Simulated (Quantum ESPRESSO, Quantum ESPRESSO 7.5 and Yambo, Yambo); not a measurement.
**Excitons of WSe2 (P6_3/mmc) on ever denser meshes**

How far does the k mesh set the exciton binding of WSe2 (P6_3/mmc)?

Calculated with Quantum ESPRESSO 7.5 and Yambo 5.3.0; PBE and many-body steps on it, plane waves.

The database entry behind the starting cell differs from later determinations by our own check (a about 0.2 % long), so it need not match the best structure at ambient conditions.

### 1. Starting point

Symmetry: P6_3/mmc, No. 194, hexagonal system. The conventional cell has a = 3.290 Å, b = 3.290 Å, c = 12.970 Å, α = 90.00°, β = 90.00°, γ = 120.00°. Nearest to W lie 6 Se at 2.53 Å. Nearest to Se lie 3 W at 2.53 Å. Farther neighbours and most contacts between anions are not listed.

The cell and positions come from the Crystallography Open Database and are kept as given unless a step says otherwise. Spin-orbit coupling is left out unless a step names it.

### 2. Empty states on the mesh, 3×3×1 mesh, 159 bands

This step: Quantum ESPRESSO 7.5; DFT, PBE, plane waves, norm-conserving pseudopotentials.

The sums over transitions need many empty states on a uniform mesh; this step solves for them.

Input file pw.in:

```
&control
  calculation = 'nscf'
  prefix = 'x'
  outdir = 'o'
  pseudo_dir = 'pseudo'
/
&system
  ibrav = 0
  nat = 6
  ntyp = 2
  ecutwfc = 104.0
  nbnd = 159
  force_symmorphic = .true.
/
&electrons
  conv_thr = 1e-9
  electron_maxstep = 80
  diago_full_acc = .true.
  diago_thr_init = 5e-6
/
ATOMIC_SPECIES
  W 183.84 W.upf
  Se 78.971 Se.upf
CELL_PARAMETERS angstrom
  3.2900000000 -0.0000000000 0.0000000000
  -1.6450000000 2.8492235785 0.0000000000
  0.0000000000 0.0000000000 12.9700000000
ATOMIC_POSITIONS crystal
  W 0.3333333333 0.6666666667 0.2500000000
  W 0.6666666667 0.3333333333 0.7500000000
  Se 0.3333333333 0.6666666667 0.6210000000
  Se 0.6666666667 0.3333333333 0.1210000000
  Se 0.3333333333 0.6666666667 0.8790000000
  Se 0.6666666667 0.3333333333 0.3790000000
K_POINTS automatic
  3 3 1 0 0 0
```

Launch:

```sh
> OMP_NUM_THREADS=1 mpirun -n 8 pw.x -nk 4 -in pw.in > pw.out
```

The program printed:

```text
Program PWSCF v.7.5 starts

     This program is part of the open-source Quantum ESPRESSO suite
     for quantum simulation of materials; please cite
         "P. Giannozzi et al., J. Phys.:Condens. Matter 21 395502 (2009);
         "P. Giannozzi et al., J. Phys.:Condens. Matter 29 465901 (2017);
         "P. Giannozzi et al., J. Chem. Phys. 152 154105 (2020);
     in publications or presentations arising from this work. More details at

     Atomic positions and unit cell read from directory:
     o/x.save/

     Message from routine setup:
[...]
-133.7323-133.7323-133.7323-133.7323-133.6925-133.6925-133.6925-133.6925
[...]
19.7671  21.1556  23.4343  23.4343  24.1233  24.2434  24.2434  25.3350
     [... 8 further rows ...]
    49.8525  50.1906  50.4978  50.4978  51.3088  51.3088  51.9934  52.0045
    52.0045  52.3198  52.3199  53.4009  54.1208  54.1208  54.1857

     highest occupied, lowest unoccupied level (ev):    13.9730   15.3033

     XML data file, pseudopotentials, collected wavefunctions

=------------------------------------------------------------------------------=
   JOB DONE.
=------------------------------------------------------------------------------=
```

Wall time 20 s (8 MPI ranks of Arm Neoverse V2, shared host); peak memory 1.1 GiB; 2.4 min of CPU time.

This step gave:

* gap: 1.330 eV
* k of the valence top: 0, 0, 0
* k of the conduction bottom: 0.3333, 0.3333, 0
* least direct gap: 1.524 eV
* k points computed: 3
* lowest point of the top converged band, above the valence top: 40.21 eV

On this mesh the gap is 1.330 eV.

The density comes from a self-consistent run that is not shown.

### 3. Conversion and set-up

This step: Yambo 5.3.0; conversion and set-up on PBE, plane waves, norm-conserving pseudopotentials.

The states are converted to the many-body program's format and the q mesh is built.

Launch:

```sh
> (cd o/x.save; p2y > p2y.log; mv SAVE ../..); yambo > setup.log
```

The program printed:

```text
 Yambo, version 5.3.0

 [02] CORE Variables Setup
 =========================

  [02.01] Unit cells
  ==================

  Cell kind             :  HCP
  Atoms in the cell     :  W  Se
  number of W  atoms    :  2
  number of Se atoms    :   4

  List of atomic masses
  Mass of W     :  183.8400
  Mass of Se    :  78.97100

  List of atomic coordinates    : [cc]
  W1       : -0.31086E-09   3.5895       6.1274      order 1
  W2       :   3.10860   1.79475  18.38231  order 2
  Se1       : -0.31086E-09   3.5895       15.221      order 3
[...]
0.000000  0.000000  0.000000  0.000000  0.000000  0.000000  0.000000  0.000000

 [03] Transferred momenta grid and indexing
 ==========================================

 IBZ Q-points                                      :  3
 BZ  Q-points                                      :   9

 K/Q-points units:
 rlu = crystal or reduced units; cc = cartesian coordinates; iku = interal k-units

 Q [1]          [rlu]:  0.000000  0.000000  0.000000
 Q [2]          [rlu]: -0.24284E-17  0.33333       0.0000
 Q [3]          [rlu]:  0.333333  0.333333  0.000000

  [03.01] X indexes
  =================

   [03.01.01] Sigma indexes
   ========================

 [06] Game Over & Game summary
```

Elapsed: 2.6 s, on 1 MPI rank; peak memory 0.25 GiB.

### 4. Screening and self-energy, 3×3×1 mesh, 159 bands, screening to 95.2 eV

G0W0 replaces the xc potential by the self-energy, built once from these orbitals. Only a window of levels is corrected, while the sums run over the empty bands that the input names.

This step: G0W0 on PBE, plane waves, norm-conserving pseudopotentials.

Input file gw1.in:

```
HF_and_locXC
gw0
dyson
ppa
em1d
rim_cut
RandQpts= 1000000
RandGvec= 1 RL
EXXRLvcs= 104 Ry
VXCRLvcs= 416 Ry
Chimod= "HARTREE"
% BndsRnXp
 1 | 159 |
%
NGsBlkXp= 7 Ry
% LongDrXp
 1 | 1 | 1 |
%
% GbndRnge
 1 | 159 |
%
DysSolver= "n"
ExtendOut
PPAPntXp= 27.21138 eV
% QPkrange
 1 | 1 | 61 | 64 |
 3 | 3 | 61 | 64 |
%
```

Launch:

```sh
> OMP_NUM_THREADS=2 mpirun -n 4 yambo -F gw1.in -J gw1 -C gw1 > gw1.log
```

The program printed:

```text
 Yambo, version 5.3.0

 [02] CORE Variables Setup
 =========================

  [... cell, symmetries and grids as in the set-up ...]

  [02.05] Energies & Occupations
  ==============================

  [X] === General ===
  [X] Electronic Temperature                        :  0.000000  0.000000 [eV K]
  [X] Bosonic    Temperature                        :  0.000000  0.000000 [eV K]
  [X] Finite Temperature mode                       : no
  [X] El. density                                   :  0.10199E+25 [cm-3]
[...]
QP @ state[ 1 ] b range                          :   61   64
   QP @ state[ 2 ] K range                          :  3  3
   QP @ state[ 2 ] b range                          :   61   64
   GF energies kind                                 : Perdew, Burke & Ernzerhof(X)+Perdew, Burke & Ernzerhof(C)
   GF WF`s kind                                     : Perdew, Burke & Ernzerhof(X)+Perdew, Burke & Ernzerhof(C)
   Xs energies kind                                 : Perdew, Burke & Ernzerhof(X)+Perdew, Burke & Ernzerhof(C)
   Xs WF`s kind                                     : Perdew, Burke & Ernzerhof(X)+Perdew, Burke & Ernzerhof(C)

 [11] Game Over & Game summary
```

The job ended after 45 s (4 MPI ranks; peak memory 3.5 GiB).

Numbers from this step:

```
G0W0 gap on the points computed              : 1.887 eV
starting gap on the mesh                     : 1.330 eV
k of the valence top                         : 0, 0, 0
k of the conduction bottom                   : 0.3333, 0.3333, 0
least direct G0W0 gap on the computed points : 2.136 eV
```

The gap on the mesh goes from 1.33 eV to 1.89 eV, a correction of +0.56 eV.

The gap opens by 0.557 eV; the next steps shift the empty bands rigidly by 0.612 eV, the correction at the start's least direct gap.

### 5. Empty states on the mesh, 3×3×1 mesh, 90 bands

This step: Quantum ESPRESSO 7.5; DFT, PBE, plane waves, norm-conserving pseudopotentials.

pw.in, as its differences from that of step 2:

```diff
@@ -11,3 +11,3 @@
   ecutwfc = 104.0
-  nbnd = 159
+  nbnd = 90
   force_symmorphic = .true.
```

Launch:

```sh
> OMP_NUM_THREADS=1 mpirun -n 8 pw.x -nk 4 -in pw.in > pw.out
```

The program printed:

```text
[banner, memory and clock lines left out]
Program PWSCF v.7.5 starts

     Atomic positions and unit cell read from directory:
     o/x.save/

     Message from routine setup:
     using ibrav=0 with symmetry is DISCOURAGED, use correct ibrav instead

     Message from routine divide_et_impera:
     suboptimal parallelization: some nodes have no k-points

     bravais-lattice index     =            0
     lattice parameter (alat)  =       6.2172  a.u.
     unit-cell volume          =     820.4630 (a.u.)^3
     number of atoms/cell      =            6
[...]
-133.7323-133.7323-133.7323-133.7323-133.6925-133.6925-133.6925-133.6925
[...]
29.2456  29.2845

          k = 0.3333 0.5774 0.0000 ( 14730 PWs)   bands (ev):

  -194.2348-194.2348-194.2347-194.2347-133.7324-133.7324-133.7324-133.7324
  -133.7323-133.7323-133.7323-133.7323-133.6925-133.6925-133.6925-133.6925
[...]
19.7671  21.1556  23.4344  23.4344  24.1233  24.2434  24.2434  25.3350
    25.4607  25.6227  26.5710  26.5710  27.0531  27.0531  27.6683  28.4090
    29.9323  30.0133

     highest occupied, lowest unoccupied level (ev):    13.9730   15.3033

     XML data file, pseudopotentials, collected wavefunctions
```

Wall time 7.1 s (8 MPI ranks); peak memory 0.86 GiB.

Numbers from this step:

```yaml
gap: 1.330 eV
k_of_the_valence_top: 0, 0, 0
k_of_the_conduction_bottom: 0.3333, 0.3333, 0
least_direct_gap: 1.524 eV
k_points_computed: 3
lowest_point_of_the_top_converged_band_above_the_valence_top: 15.31 eV
```

On this mesh the gap is 1.330 eV.

### 6. Conversion and set-up

This step: Yambo 5.3.0; conversion and set-up on PBE, plane waves, norm-conserving pseudopotentials.

Launch:

```sh
> (cd o/x.save; p2y > p2y.log; mv SAVE ../..); yambo > setup.log
```

The program printed:

```text
 Yambo, version 5.3.0

 [02] CORE Variables Setup
 =========================

  [02.01] Unit cells
  ==================

  Cell kind             :  HCP
  Atoms in the cell     :  W  Se
  number of W  atoms    :  2
  number of Se atoms    :   4

  List of atomic masses
  Mass of W     :  183.8400
  Mass of Se    :  78.97100

  List of atomic coordinates    : [cc]
  W1       : -0.31086E-09   3.5895       6.1274      order 1
  W2       :   3.10860   1.79475  18.38231  order 2
  Se1       : -0.31086E-09   3.5895       15.221      order 3
[...]
0.000000  0.000000  0.000000  0.000000  0.000000  0.000000  0.000000  0.000000
   0.000000  0.000000

 [03] Transferred momenta grid and indexing
 ==========================================

 IBZ Q-points                                      :  3
 BZ  Q-points                                      :   9

 K/Q-points units:
 rlu = crystal or reduced units; cc = cartesian coordinates; iku = interal k-units

 Q [1]          [rlu]:  0.000000  0.000000  0.000000
 Q [2]          [rlu]: -0.24284E-17  0.33333       0.0000
 Q [3]          [rlu]:  0.333333  0.333333  0.000000

  [03.01] X indexes
  =================

   [03.01.01] Sigma indexes
   ========================

 [06] Game Over & Game summary
```

It took 2.5 s on 1 MPI rank; peak memory 0.25 GiB.

[end of part 1 of 4]

[Paths, hosts, dates, memory and timing lines, banners, echoed tables and standing remarks are left out of the program output.]

[Logs are printed without paths, hosts, clocks, repeated set-up lines and the standing remarks that a program may print on its own settings, such as how far it seeks lower states.]

[Runs of the session that timed out or met a known fault of the program may be left out.]

[Hosts, paths, dates, database ids (printed as entryN), source tags and the programs' standing remarks are cut or masked in the printed files.]
